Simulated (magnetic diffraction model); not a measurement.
## Magnetic neutron pattern of ErMo5

Space group P6/mmm (no. 191), a = 5.5460 Å, c = 4.4630 Å.

```
site  atom    x    y    z
  1a    Er    0    0    0
  2c    Mo  2/3  1/3    0
  3g    Mo    0  1/2  1/2
```

The compound is invented for this exercise: a known structure type with other elements, its cell scaled to their sizes and not relaxed.

Only Er is taken to order (form factors of Er3+); orders and moment sizes are assumed, and not adapted to the symmetry. Radiation: neutrons of λ = 2.567 Å, 3° to 100°; isotropic B of 0.57 Å² (Er) and 0.76 Å² (Mo). Simulated constant-wavelength pattern: nuclear and magnetic terms add, the magnetic one as |2.695 fm × Σ f S⊥ exp(2πi Q·r) exp(−B s²)|², summed over all Q at one angle with the factor 1/(sin²θ cos θ). For a modulated order the moment at position r is S exp(−2πi k·r) + c.c., with S = m/2 for a sine wave of amplitude m and S = m(u + iv)/2 for moments turning in a plane, u and v being orthogonal unit vectors in it; the phase factor of the sum at Q = H + k is then exp(2πi H·r). Free-ion form factors, Sears's scattering lengths of 1992, no absorption; a label names one of the reflections at its angle. The strongest nuclear line in the range is 100, and lines under 0.2 are left out.

Assume the order k = (0 0 1/3), a sine wave with moments along [010] (amplitudes given), 7.5 μB on Er.

Q: Where does magnetic intensity appear, and how strong is it?

```tsv
2θ (°)	index	nuclear	magnetic
11.00	(0 0 1/3)	0.0	62.5
22.11	(0 0 2/3)	0.0	15.3
31.00	(1 0 0)	7.7	0.0
32.99	(1 0 1/3)	0.0	22.5
38.40	(1 0 2/3)	0.0	19.8
45.09	(0 0 4/3)	0.0	3.5
46.23	(1 0 1)	14.2	0.0
55.14	(1 1 0)	18.1	0.0
55.73	(1 0 4/3)	0.0	11.3
56.42	(1 1 1/3)	0.0	6.9
57.28	(0 0 5/3)	0.0	2.1
60.13	(1 1 2/3)	0.0	6.6
64.61	(2 0 0)	29.9	0.0
65.78	(2 0 1/3)	0.0	5.0
66.04	(1 1 1)	100.0	0.0
66.57	(1 0 5/3)	0.0	8.3
69.19	(2 0 2/3)	0.0	4.8
70.22	(0 0 2)	33.3	0.0
73.89	(1 1 4/3)	0.0	5.4
74.73	(2 0 1)	38.5	0.0
78.72	(1 0 2)	3.1	0.0
82.26	(2 0 4/3)	0.0	4.2
83.57	(1 1 5/3)	0.0	4.6
84.29	(0 0 7/3)	0.0	1.0
89.99	(2 1 0)	2.6	0.0
91.04	(2 1 1/3)	0.0	5.3
91.76	(2 0 5/3)	0.0	3.7
92.49	(1 0 7/3)	0.0	4.7
94.20	(2 1 2/3)	0.0	5.2
95.17	(1 1 2)	17.4	0.0
99.51	(2 1 1)	9.9	0.0
```

The strongest magnetic line in the range is (0 0 1/3) at 11.00° (62.5). On top of the Lorentz factor, which all lines share, magnetic lines fade with angle because f falls: for Er3+ it is 0.96, 0.86, 0.73 and 0.47 at sin θ/λ = 0.1, 0.2, 0.3 and 0.5 Å⁻¹, while nuclear lengths stay constant. The order has no net moment.

[Logs are printed without paths, hosts, clocks, repeated set-up lines and the standing remarks that a program may print on its own settings, such as how far it seeks lower states.]
